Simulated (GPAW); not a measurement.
# Si K ELNES/XANES of Si2W (I4/mmm) from DFT, part 2 of 3

How does the Si K edge of Si2W (I4/mmm) move when the bonds are compressed or stretched?

GPAW 26.7.0; X-ray absorption from dipole matrix elements to empty bands, plane-wave PAW RPBE.

So far. Step 2 (Ground state of the crystal): The mesh shows no gap, so the system is treated as a metal and the core electron is put at the Fermi level (neutral cell).

## 4. Spectrum with XCH, Si atom 2

The holes are 6.4 Å apart. In GPAW the data set carries the hole's charge, so charge=0 means a charged cell and charge=-1 a neutral one. The excited electron is kept in the cell, where it fills the lowest empty states and screens the hole. After the field has converged, empty bands are computed with the density fixed and the dipole matrix elements are summed.

The absorber has 1 Si at 2.59 Å, 5 W at 2.62 Å, 4 Si at 2.63 Å and 4 Si at 3.21 Å (14-fold, site symmetry 4mm).

Input file xas.py:

```python
import numpy as np
from ase import Atoms
from ase.parallel import parprint, paropen
from gpaw import GPAW, PW, FermiDirac, Mixer, MixerDif, setup_paths
from gpaw.test import gen
setup_paths.insert(0, '.')
gen('Si', name='fch1s', xcname='RPBE', corehole=(1, 0, 1), write_xml=True)
from gpaw.mpi import world
world.barrier()

atoms = Atoms('W5Si10',
    cell=[[1.6069, 4.8207, -3.91495],
     [4.8207, -1.6069, -3.91495],
     [-1.6069, -4.8207, -3.91495]],
    scaled_positions=[[0, 0, 0],
     [0.2, 0.4, 0.4],
     [0.6, 0.2, 0.2],
     [0.4, 0.8, 0.8],
     [0.8, 0.6, 0.6],
     [0.3347, 0, 0.3347],
     [0.5347, 0.4, 0.7347],
     [0.9347, 0.2, 0.5347],
     [0.7347, 0.8, 0.1347],
     [0.1347, 0.6, 0.9347],
     [0.6653, 0, 0.6653],
     [0.8653, 0.4, 0.0653],
     [0.2653, 0.2, 0.8653],
     [0.0653, 0.8, 0.4653],
     [0.4653, 0.6, 0.2653]],
    pbc=True)
atoms.calc = calc = GPAW(legacy_gpaw=True, mode=PW(430, force_complex_dtype=True), xc='RPBE', setups={5: 'fch1s'},
    kpts={'size': (5, 5, 5), 'gamma': True}, occupations=FermiDirac(0.1),
    charge=-1, mixer=Mixer(0.1, 5, 50), maxiter=150,
    convergence={'density': 0.0001, 'eigenstates': 1e-6}, txt='scf.txt')
energy = atoms.get_potential_energy() + calc.get_reference_energy()
ef = calc.get_fermi_level()
out = dict(energy=energy, fermi=ef, forces=atoms.get_forces().tolist())
parprint(f'all-electron energy {energy:.4f} eV, Fermi level {ef:.4f} eV')
ev = np.array([[calc.get_eigenvalues(k, s) for k in range(len(calc.get_ibz_k_points()))] for s in range(calc.get_number_of_spins())])
out['homo'], out['lumo'], out['counts'] = ev[ev < ef].max(), ev[ev > ef].min(), sorted(set((ev < ef).sum((0, 2)).tolist()))
out['filled'] = (ev[:, 0] < ef).sum(1).tolist()

from ase.units import Ha
from gpaw.xas import dipole_matrix_elements
nb = int(calc.get_number_of_electrons() / 2) + 148
top, nb = nb, nb + 8 + nb // 12
nscf = calc.fixed_density(kpts={'size': (7, 7, 7), 'gamma': True}, nbands=nb,
    convergence={'bands': top, 'eigenstates': 5e-3}, maxiter=60, txt='nscf.txt')
cell = atoms.cell.array
ops = [cell.T @ U.T @ np.linalg.inv(cell.T) for U in nscf.wfs.kd.symmetry.op_scc]
E = np.arange(-6, 34, 0.1)
fwhm = np.interp(E, [4, 25], [0.9, 3.5])
Y, X, zero, highest = 0, 0, 1e9, 1e9
for spin in range(nscf.get_number_of_spins()):
    wfs = nscf.wfs
    mine = wfs.bd.get_slice()  # this rank's bands
    A = dipole_matrix_elements(wfs.setups[5])
    eps = np.zeros((wfs.kd.nibzkpts, nb))
    d = np.zeros((3, A.shape[1], wfs.kd.nibzkpts, nb), complex)
    for kpt in wfs.kpt_u:
        if kpt.s == spin and 5 in kpt.P_ani:
            eps[kpt.k, mine] = kpt.eps_n * Ha
            d[:, :, kpt.k, mine] = (kpt.weight * wfs.nspins / 2) ** 0.5 * np.inner(A, kpt.P_ani[5])
    world.sum(eps)
    world.sum(d)
    T = np.einsum('amkn,bmkn->abkn', d, d.conj()).real
    T = sum(np.einsum('ai,ijkn,bj->abkn', R, T, R) for R in ops) / len(ops)
    empty = eps > ef
    zero, highest = min(zero, eps[empty].min()), min(highest, eps[:, top - 1].min())
    lines = [(eps, T, empty)] if spin == 0 else lines + [(eps, T, empty)]
for eps, T, empty in lines:
    f = np.einsum('aakn->akn', T).reshape(3, -1)
    x = eps.ravel() - zero
    w = np.interp(x, E, fwhm) / 2.35482
    g = np.exp(-0.5 * ((E[:, None] - x) / w) ** 2) / (w * (2 * np.pi) ** 0.5)
    Y = Y + (f * empty.ravel()) @ g.T
    X = X + (f * ~empty.ravel()) @ g.T
out.update(E=E.round(2).tolist(), xas=Y.tolist(), xes=X.tolist(), zero=zero, valid=highest - zero, nk=len(eps), nb=nb)
for i in range(0, len(E), 10):
    parprint(f'{E[i]:7.2f}', *(f'{v:10.3e}' for v in Y[:, i]))
import json
with paropen('out.json', 'w') as f:
    json.dump(out, f)
```

On the command line:

```sh
$ OMP_NUM_THREADS=1 mpirun -n 4 gpaw python xas.py
```

Numbers of over 12 decimals in the logs are rounded to 6 here.

The program printed:

```text
Input parameters:
  charge: -1
  convergence: {density: 0.0001,
                eigenstates: 1e-06}
  kpts: {gamma: True,
         size: (5, 5, 5)}
  maxiter: 150
  mixer: {backend: pulay,
          beta: 0.1,
          method: separate,
          nmaxold: 5,
          weight: 50}
  mode: {ecut: 430.0,
         force_complex_dtype: True,
         name: pw}
  occupations: {fixmagmom: False,
                name: fermi-dirac,
                width: 0.1}
  setups: {5: fch1s}
  xc: RPBE

Initialize ...

[... PAW data sets ...]

Reference energy: -2270959.913731  # eV

Spin-paired calculation

[... convergence settings ...]
Symmetries present (total): 4
  [... symmetry matrices ...]

125 k-points: 5 x 5 x 5 Monkhorst-Pack grid
21 k-points in the irreducible part of the Brillouin zone
       k-points in crystal coordinates                weights
   0:     0.00000000    0.00000000    0.00000000          1/125
   1:     0.20000000    0.00000000   -0.20000000          4/125
   2:     0.20000000    0.20000000   -0.20000000          4/125
   3:     0.20000000    0.20000000    0.00000000          8/125
   4:     0.20000000    0.20000000    0.20000000          2/125
   5:     0.40000000   -0.20000000   -0.40000000          4/125
   6:     0.40000000   -0.20000000    0.00000000          8/125
   7:     0.40000000   -0.20000000    0.20000000          8/125
   8:     0.40000000    0.00000000   -0.40000000          4/125
   9:     0.40000000    0.00000000   -0.20000000          8/125
          ...
  20:     0.40000000    0.40000000    0.40000000          2/125

Wave functions: Plane wave expansion
  Cutoff energy: 430.000 eV
  Number of coefficients (min, max): 4074, 4109
  Pulay-stress correction: 0.000000 eV/Ang^3 (de/decut=0.000000)
  Using FFTW library
  Wavefunction extrapolation:
    Improved wavefunction reuse through dual PAW basis

Occupation numbers: Fermi-Dirac:
  width: 0.1000  # eV

Eigensolver
   Davidson(niter=2)

Densities:
  Coarse grid: 32*32*32 grid
  Fine grid: 64*64*64 grid
  Total Charge: 0.000000

Density mixing:
  Method: separate
  Backend: pulay
  Linear mixing parameter: 0.1
  old densities: 5
  Width of damping distribution: 1.1
  Damping of long wavelength oscillations: 50

[... Hamiltonian set-up ...]
Number of atoms: 15
Number of atomic orbitals: 105
Number of bands in calculation: 71
Number of valence electrons: 111
Bands to converge: occupied

... initialized

Initializing position-dependent things.

Density initialized from atomic densities
Creating initial wave functions:
  71 bands from LCAO basis set

          W

          Si
               W    Si
             W
          Si      Si
               Si      Si
        Si      Si
             Si   W

           Si   W

Atomic positions and initial magnetic moments

Positions:
   0 W      0.000000    0.000000    0.000000    ( 0.0000,  0.0000,  0.0000)
   1 W      1.606900   -1.606900   -3.914950    ( 0.0000,  0.0000,  0.0000)
   2 W      1.606900    1.606900   -3.914950    ( 0.0000,  0.0000,  0.0000)
   3 W      3.213800   -3.213800   -7.829900    ( 0.0000,  0.0000,  0.0000)
   4 W      3.213800    0.000000   -7.829900    ( 0.0000,  0.0000,  0.0000)
   5 Si    -0.000000   -0.000000   -2.620668    ( 0.0000,  0.0000,  0.0000)
   6 Si     1.606900   -1.606900   -6.535618    ( 0.0000,  0.0000,  0.0000)
[...]
12 Si     0.000000   -3.213800   -5.209232    ( 0.0000,  0.0000,  0.0000)
  13 Si     3.213800   -3.213800   -5.209232    ( 0.0000,  0.0000,  0.0000)
  14 Si     3.213800    0.000000   -5.209232    ( 0.0000,  0.0000,  0.0000)

Unit cell:
           periodic     x           y           z      points  spacing
  1. axis:    yes    1.606900    4.820700   -3.914950    32     0.1655
  2. axis:    yes    4.820700   -1.606900   -3.914950    32     0.1588
  3. axis:    yes   -1.606900   -4.820700   -3.914950    32     0.1655

  Lengths:   6.414679   6.414679   6.414679
  Angles:   68.131375 104.775997  68.131375

Effective grid spacing dv^(1/3) = 0.1834

iter:   1  -122.203026
iter:   2  -120.840217   -1.08  -1.13
iter:   3  -119.742283   -1.12  -1.19
iter:   4  -119.715771   -2.85  -1.36
iter:   5  -119.897557   -1.97  -1.40
iter:   6  -119.897836   -2.14  -2.11
iter:   7  -119.848338c  -3.02  -2.19
iter:   8  -119.819828   -3.13  -2.34
iter:   9  -119.815789c  -3.36  -2.61
iter:  10  -119.815581c  -4.56  -2.93
iter:  11  -119.815446c  -4.98  -3.17
iter:  12  -119.815393c  -5.63  -3.29
iter:  13  -119.815313c  -5.80  -3.36
iter:  14  -119.815317c  -6.34c -3.55
iter:  15  -119.815303c  -6.35c -3.65
iter:  16  -119.815308c  -7.21c -3.90
iter:  17  -119.815314c  -7.00c -4.19c

Converged after 17 iterations.

Dipole moment: (0.000000, 0.000000, 0.035111) |e|*Ang

Energy contributions relative to reference atoms: (reference = -2270959.913731)

Kinetic:       +116.915651
Potential:      -99.212746
External:        +0.000000
XC:            -137.029121
Entropy (-ST):   -0.103354
Local:           -0.437421
SIC:             +0.000000
--------------------------
Free energy:   -119.866991
Extrapolated:  -119.815314

Showing only first 2 kpts
 Kpt  Band  Eigenvalues  Occupancy
  0    53     11.47197    2.00000
  0    54     13.43823    0.07527
  0    55     13.97546    0.00036
  0    56     13.97546    0.00036

  1    53     12.35269    1.99901
  1    54     12.42285    1.99801
  1    55     13.24186    0.43586
[...]
Fermi level: 13.11408

No gap
No difference between direct/indirect transitions

Forces in eV/Ang:
  0 W     0.00000    0.00000   -0.44721
  1 W    -0.21799    0.36656    0.23644
  2 W    -0.36656   -0.21799    0.23644
  3 W     0.36656    0.21799    0.23644
  4 W     0.21799   -0.36656    0.23644
  5 Si   -0.00000    0.00000   -0.14983
  6 Si   -0.13425    0.01605    0.16894
[...]
12 Si    0.14395    0.17383   -0.09637
 13 Si   -0.14395   -0.17383   -0.09637
 14 Si   -0.17383    0.14395   -0.09637
Scalar-relativistic atomic RPBE calculation for Si (Silicon, Z=14)
Core hole in 1s state (1s occupation: 1.0)
450 radial gridpoints.
|------------------------------------------------|
|------------------------------------------------|
[... the atom generator's iteration count ...]

Energy contributions:
-------------------------
Kinetic:     +221.848552
XC:           -16.892543
Potential:   -426.470624
-------------------------
Total:       -221.514615

state      eigenvalue         ekin         rmax
-----------------------------------------------
1s^1.0 :   -71.230260    96.216255        0.072
2s^2.0 :    -6.498626    14.977878        0.433
2p^6.0 :    -4.995012    14.638157        0.356
3s^2.0 :    -0.831824     2.208174        1.589
3p^2.0 :    -0.527512     1.715626        1.757
-----------------------------------------------
(units: Bohr and Hartree)

Generating PAW setup
Kinetic energy of the core from tauc = 214.439195
Cutoffs:
rc(s)=2.000
rc(p)=2.000
rc(d)=2.000
rc(vbar)=1.800
rc(comp)=2.000
rc(nct)=2.000

Kinetic energy of the core states: 214.000953
Charge: 1.0
Core electrons: 9.0
Valence electrons: 4.0
Pseudo-core charge: 0.073813
Shape function alpha=2.500
Pseudo-electron charge 4.463942
state    eigenvalue         norm
--------------------------------
3s(2) :    -0.831824     1.188715
*s    :     0.168176
3p(2) :    -0.527512     1.006349
*p    :     0.472488
*d    :     0.000000
--------------------------------

Diagonalizing with gridspacing h=0.050

state   all-electron     PAW
-------------------------------
3s:      -0.831824    -0.832072
3p:      -0.527512    -0.527767
*d:                   -0.146955
*f:                   -0.020665
-------------------------------
all-electron energy -2271079.7290 eV, Fermi level 13.1141 eV
[...]
31.00  3.806e-06  3.806e-06  4.724e-06
  32.00  3.906e-06  3.906e-06  4.560e-06
  33.00  4.196e-06  4.196e-06  4.399e-06
```

Elapsed: 3.2 min, on 4 MPI ranks of Intel Xeon Platinum 8488C (Sapphire Rapids), shared host; peak memory 0.67 GiB; 13 min of CPU time.

The Si K spectrum, Si atom 2, excited-electron core hole (neutral cell) (energy from the lowest empty level; intensity scaled to a mean of 1 over the first 20 eV; polarised curves are means over the symmetry-equivalent atoms):

```csv
E (eV),isotropic,ε ⊥ c,ε ∥ c
-2.00,0.00,0.00,0.00
-1.25,0.00,0.00,0.00
-0.50,0.06,0.07,0.04
0.25,0.54,0.67,0.28
1.00,1.05,1.29,0.57
1.75,1.35,1.47,1.12
2.50,1.26,1.24,1.31
3.25,1.41,1.32,1.58
4.00,1.70,1.62,1.86
4.75,1.38,1.36,1.43
5.50,1.50,1.50,1.49
6.25,1.53,1.40,1.79
7.00,1.41,1.22,1.79
7.75,1.24,1.10,1.53
8.50,1.24,1.19,1.32
9.25,1.21,1.24,1.15
10.00,1.04,1.09,0.94
10.75,0.86,0.89,0.80
11.50,0.77,0.77,0.78
12.25,0.74,0.72,0.77
13.00,0.70,0.69,0.71
13.75,0.62,0.61,0.64
14.50,0.54,0.52,0.57
15.25,0.52,0.50,0.56
16.00,0.57,0.54,0.64
16.75,0.65,0.59,0.77
17.50,0.72,0.65,0.84
18.25,0.75,0.72,0.82
19.00,0.76,0.77,0.74
19.75,0.75,0.79,0.67
20.50,0.74,0.80,0.61
21.25,0.71,0.78,0.56
22.00,0.66,0.74,0.51
22.75,0.62,0.69,0.47
23.50,0.58,0.66,0.44
24.25,0.57,0.64,0.43
25.00,0.59,0.65,0.45
25.75,0.62,0.68,0.49
26.50,0.66,0.71,0.56
27.25,0.70,0.73,0.64
28.00,0.73,0.74,0.72
28.75,0.75,0.73,0.79
29.50,0.77,0.73,0.85
30.25,0.78,0.72,0.89
31.00,0.77,0.72,0.89
```

Main maxima below 24 eV (height): 1.8 eV (1.35), 3.9 eV (1.71), 6.1 eV (1.53) and 18.9 eV (0.76). A K edge sees empty p states on the absorber.

The total-energy difference is 1852.76 eV. One term is added: -14.97 eV, since the hole is spin-paired here and a spin-polarised one costs that much less in the free atom (computed apart). The photon energy is then 1837.79 eV. The tabulated edge of the element is 1839 eV. The functional leaves an error of a few eV in such absolute values.

## 5. Supercell without a hole, the energy reference

The cell changes for the next run, so it gets a reference energy of its own.

The cell differs from the one that the last finished run ended in (a 6.415 → 6.284 Å, b 6.415 → 6.284 Å, c 6.415 → 6.284 Å).

Input file scf.py:

```python
import numpy as np
from ase import Atoms
from ase.parallel import parprint, paropen
from gpaw import GPAW, PW, FermiDirac, Mixer, MixerDif, setup_paths
from gpaw.test import gen
setup_paths.insert(0, '.')
gen('Si', name='nch1s', xcname='RPBE', corehole=(1, 0, 0), write_xml=True)
from gpaw.mpi import world
world.barrier()

atoms = Atoms('W5Si10',
    cell=[[1.57409692, 4.72229075, -3.83503064],
     [4.72229075, -1.57409692, -3.83503064],
     [-1.57409692, -4.72229075, -3.83503064]],
    scaled_positions=[[0, 0, 0],
     [0.2, 0.4, 0.4],
     [0.6, 0.2, 0.2],
     [0.4, 0.8, 0.8],
     [0.8, 0.6, 0.6],
     [0.3347, 0, 0.3347],
     [0.5347, 0.4, 0.7347],
     [0.9347, 0.2, 0.5347],
     [0.7347, 0.8, 0.1347],
     [0.1347, 0.6, 0.9347],
     [0.6653, 0, 0.6653],
     [0.8653, 0.4, 0.0653],
     [0.2653, 0.2, 0.8653],
     [0.0653, 0.8, 0.4653],
     [0.4653, 0.6, 0.2653]],
    pbc=True)
atoms.calc = calc = GPAW(legacy_gpaw=True, mode=PW(430, force_complex_dtype=True), xc='RPBE', setups={5: 'nch1s'},
    kpts={'size': (5, 5, 5), 'gamma': True}, occupations=FermiDirac(0.1),
    charge=0, mixer=Mixer(0.1, 5, 50), maxiter=150,
    convergence={'density': 0.0001, 'eigenstates': 1e-6}, txt='scf.txt')
energy = atoms.get_potential_energy() + calc.get_reference_energy()
ef = calc.get_fermi_level()
out = dict(energy=energy, fermi=ef, forces=atoms.get_forces().tolist())
parprint(f'all-electron energy {energy:.4f} eV, Fermi level {ef:.4f} eV')
ev = np.array([[calc.get_eigenvalues(k, s) for k in range(len(calc.get_ibz_k_points()))] for s in range(calc.get_number_of_spins())])
out['homo'], out['lumo'], out['counts'] = ev[ev < ef].max(), ev[ev > ef].min(), sorted(set((ev < ef).sum((0, 2)).tolist()))
out['filled'] = (ev[:, 0] < ef).sum(1).tolist()
import json
with paropen('out.json', 'w') as f:
    json.dump(out, f)
```

On the command line:

```sh
$ OMP_NUM_THREADS=1 mpirun -n 4 gpaw python scf.py
```

The program printed:

```text
Input parameters:
  convergence: {density: 0.0001,
                eigenstates: 1e-06}
  kpts: {gamma: True,
         size: (5, 5, 5)}
  maxiter: 150
  mixer: {backend: pulay,
          beta: 0.1,
          method: separate,
          nmaxold: 5,
          weight: 50}
  mode: {ecut: 430.0,
         force_complex_dtype: True,
         name: pw}
  occupations: {fixmagmom: False,
                name: fermi-dirac,
[...]
3s(2) :    -0.396649     1.106964
*s    :     0.603351
3p(2) :    -0.149766     1.006065
*p    :     0.850234
*d    :     0.000000
--------------------------------

Diagonalizing with gridspacing h=0.050

state   all-electron     PAW
-------------------------------
3s:      -0.396649    -0.396798
3p:      -0.149766    -0.149896
*d:                    0.029708
*f:                    0.067188
-------------------------------
all-electron energy -2272931.3419 eV, Fermi level 13.7982 eV
[key lines of the parts left out:]
Converged after 18 iterations.
Dipole moment: (0.000000, 0.000000, 0.000000) |e|*Ang
Free energy:   -109.432165
Fermi level: 13.79820
```

The job ended after 42 s (4 MPI ranks; peak memory 0.31 GiB; 2.8 min of CPU time).

Reference energy: -2272931.342 eV with the cores included.

## 6. Spectrum with XCH, Si atom 2

Shorter bonds are expected to push antibonding states and scattering resonances up, and longer ones down; the cell is scaled to test that.

Changed against the first core-hole run: volume scale from 1 to 0.94.

Edit xas.py of step 4 so:

```diff
@@ -11,5 +11,5 @@
 atoms = Atoms('W5Si10',
-    cell=[[1.6069, 4.8207, -3.91495],
-     [4.8207, -1.6069, -3.91495],
-     [-1.6069, -4.8207, -3.91495]],
+    cell=[[1.57409692, 4.72229075, -3.83503064],
+     [4.72229075, -1.57409692, -3.83503064],
+     [-1.57409692, -4.72229075, -3.83503064]],
     scaled_positions=[[0, 0, 0],
@@ -44,3 +44,3 @@
 from gpaw.xas import dipole_matrix_elements
-nb = int(calc.get_number_of_electrons() / 2) + 148
+nb = int(calc.get_number_of_electrons() / 2) + 141
 top, nb = nb, nb + 8 + nb // 12
```

On the command line:

```sh
$ OMP_NUM_THREADS=1 mpirun -n 4 gpaw python xas.py
```

The program printed:

```text
Input parameters:
  charge: -1
  convergence: {density: 0.0001,
                eigenstates: 1e-06}
  kpts: {gamma: True,
         size: (5, 5, 5)}
  maxiter: 150
  mixer: {backend: pulay,
          beta: 0.1,
          method: separate,
          nmaxold: 5,
          weight: 50}
  mode: {ecut: 430.0,
         force_complex_dtype: True,
         name: pw}
  occupations: {fixmagmom: False,
[...]
*p    :     0.472488
*d    :     0.000000
--------------------------------

Diagonalizing with gridspacing h=0.050

state   all-electron     PAW
-------------------------------
3s:      -0.831824    -0.832072
3p:      -0.527512    -0.527767
*d:                   -0.146955
*f:                   -0.020665
-------------------------------
all-electron energy -2271078.6023 eV, Fermi level 14.1561 eV
[...]
32.00  3.924e-06  3.924e-06  4.871e-06
  33.00  3.913e-06  3.913e-06  4.740e-06
[key lines of the parts left out:]
Converged after 16 iterations.
Dipole moment: (-0.000000, 0.000000, 0.037332) |e|*Ang
Free energy:   -118.736844
Fermi level: 14.15614
```

Elapsed: 2.7 min, on 4 MPI ranks; peak memory 0.65 GiB.

```csv
E (eV),first run,this run
-2.0,0.00,0.00
-1.0,0.00,0.00
0.0,0.34,0.34
1.0,1.05,0.99
2.0,1.35,1.30
3.0,1.29,1.18
4.0,1.70,1.60
5.0,1.40,1.34
6.0,1.53,1.45
7.0,1.41,1.44
8.0,1.23,1.23
9.0,1.23,1.26
10.0,1.04,1.25
11.0,0.82,0.97
12.0,0.75,0.79
13.0,0.70,0.74
14.0,0.59,0.67
15.0,0.52,0.55
16.0,0.57,0.52
17.0,0.68,0.60
18.0,0.74,0.70
19.0,0.76,0.76
20.0,0.75,0.77
21.0,0.72,0.75
22.0,0.66,0.71
23.0,0.60,0.65
24.0,0.57,0.58
25.0,0.59,0.55
26.0,0.63,0.57
27.0,0.69,0.62
28.0,0.73,0.68
29.0,0.76,0.73
30.0,0.77,0.77
31.0,0.77,0.80
```

Against the first run the r.m.s. difference is 8 %. The highest intensity below 16 eV goes from 3.9 eV (1.71) to 4.1 eV (1.62).

The photon energy of the zero moves by -0.02 eV.

## 7. Supercell without a hole, the energy reference

The cell changes for the next run, so it gets a reference energy of its own.

The cell differs from the one that the last finished run ended in (a 6.284 → 6.350 Å, b 6.284 → 6.350 Å, c 6.284 → 6.350 Å).

Edit scf.py of step 5 so:

```diff
@@ -11,5 +11,5 @@
 atoms = Atoms('W5Si10',
-    cell=[[1.57409692, 4.72229075, -3.83503064],
-     [4.72229075, -1.57409692, -3.83503064],
-     [-1.57409692, -4.72229075, -3.83503064]],
+    cell=[[1.59066758, 4.77200273, -3.87540235],
+     [4.77200273, -1.59066758, -3.87540235],
+     [-1.59066758, -4.77200273, -3.87540235]],
     scaled_positions=[[0, 0, 0],
```

On the command line:

```sh
$ OMP_NUM_THREADS=1 mpirun -n 4 gpaw python scf.py
```

The program printed:

```text
Input parameters:
  convergence: {density: 0.0001,
                eigenstates: 1e-06}
  kpts: {gamma: True,
         size: (5, 5, 5)}
  maxiter: 150
  mixer: {backend: pulay,
          beta: 0.1,
          method: separate,
          nmaxold: 5,
          weight: 50}
  mode: {ecut: 430.0,
         force_complex_dtype: True,
         name: pw}
  occupations: {fixmagmom: False,
                name: fermi-dirac,
[...]
3s(2) :    -0.396649     1.106964
*s    :     0.603351
3p(2) :    -0.149766     1.006065
*p    :     0.850234
*d    :     0.000000
--------------------------------

Diagonalizing with gridspacing h=0.050

state   all-electron     PAW
-------------------------------
3s:      -0.396649    -0.396798
3p:      -0.149766    -0.149896
*d:                    0.029708
*f:                    0.067188
-------------------------------
all-electron energy -2272932.0793 eV, Fermi level 13.3016 eV
[key lines of the parts left out:]
Converged after 19 iterations.
Dipole moment: (0.000000, 0.000000, -0.000000) |e|*Ang
Free energy:   -110.171370
Fermi level: 13.30163
```

Run time: 43 s. Hardware: 4 MPI ranks; peak memory 0.31 GiB; 2.8 min of CPU time.

Reference energy: -2272932.079 eV with the cores included.

[end of part 2 of 3]

[Banner, clock and machine lines of the logs are left out without a mark of their own.]

[Logs are printed without paths, hosts, clocks, repeated set-up lines and the standing remarks that a program may print on its own settings, such as how far it seeks lower states.]

[Hosts, paths, dates, database ids (printed as entryN), source tags and the programs' standing remarks are cut or masked in the printed files.]

[Lists of maxima count a maximum above −3 eV only where it reaches 4 % of the highest in the window and stands out from its surroundings by 2 % of it (1.5 % where it reaches 55 %); shoulders and weaker maxima are passed over, and of the rest the first, up to two pre-edge ones and the few strongest are named.]
